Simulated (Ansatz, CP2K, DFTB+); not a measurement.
# Which run comes nearest? (11,0) carbon nanotube bundle (132 atoms)

The cell holds 132 atoms: 132 C. Cell: a = 11.913 Å, b = 11.913 Å, c = 12.549 Å, α = 90.0°, β = 90.0°, γ = 120.0°. It derives from C (graphene). Graphene sheet (a = 2.46 Å) rolled into a (11,0) tube of diameter 8.61 Å, 3 periods, hexagonal bundle with 3.3 Å between walls; minimised with a classical potential (one cell length free). Then every atom was moved at random, 0.03 Å r.m.s. a Cartesian component.

Geometry: as built.

The reference, a calculation:

```
method                                           : Kohn-Sham DFT, PBE, PAW, plane waves (Ansatz 0.2.0); cutoff 420 eV, Γ point, fermi-dirac smearing of 0.05 eV; PAW set soft_2
r.m.s. force component                           : 2.171 eV/Å
longest force                                    : 9.358 eV/Å
pressure                                         : 12.94 GPa
gap (highest filled to lowest empty level) : 0.7885 eV
SCF cycles                                       : 10
time                                             : 22 s on 4 threads of Intel Xeon Platinum 8124M at 3.00GHz (Skylake/Cascade Lake), shared host
CPU time                                         : 80 s
```

Runs, in no order:
A. DFTB+ DFTB mio-1-1: SCC-DFTB tight binding, mio-1-1 parameters, diagonalisation
B. DFTB+ GFN1-xTB: GFN1-xTB tight binding, diagonalisation
C. DFTB+ DFTB 3ob-3-1: third-order SCC-DFTB tight binding, 3ob-3-1 parameters, diagonalisation
D. CP2K PBE, DZVP-MOLOPT-SR, 450/50 Ry, diagonalisation: Kohn-Sham DFT, PBE, GTH-PBE pseudopotentials, Gaussian and plane waves, DZVP-MOLOPT-SR-GTH, diagonalisation
E. CP2K PBE+D3, DZVP-MOLOPT-SR, 450/50 Ry, diagonalisation: Kohn-Sham DFT, PBE+D3, GTH-PBE pseudopotentials, Gaussian and plane waves, DZVP-MOLOPT-SR-GTH, diagonalisation

Q: Order them from the smallest to the largest r.m.s. force difference.

D, E, B, C, A.

```
                                                       run  Δ force, r.m.s. (meV/Å)  share of r.m.s. force (%)  CPU time
   D. CP2K PBE, DZVP-MOLOPT-SR, 450/50 Ry, diagonalisation                     38.7                       1.78    19 min
E. CP2K PBE+D3, DZVP-MOLOPT-SR, 450/50 Ry, diagonalisation                     55.4                       2.55    19 min
                                         B. DFTB+ GFN1-xTB                      109                       5.02     4.1 s
                                     C. DFTB+ DFTB 3ob-3-1                      522                       24.0     1.7 s
                                     A. DFTB+ DFTB mio-1-1                      764                       35.2     1.6 s
```

Periodic xTB results under one method name differ between programs and library versions (DFTB+ here holds tblite 0.3). The electronic-structure runs sample only Γ, in a cell whose shortest periodic width is 10 Å.

[Logs are printed without paths, hosts, clocks, repeated set-up lines and the standing remarks that a program may print on its own settings, such as how far it seeks lower states.]

[Hosts, paths, dates, database ids (printed as entryN), source tags and the programs' standing remarks are cut or masked in the printed files.]
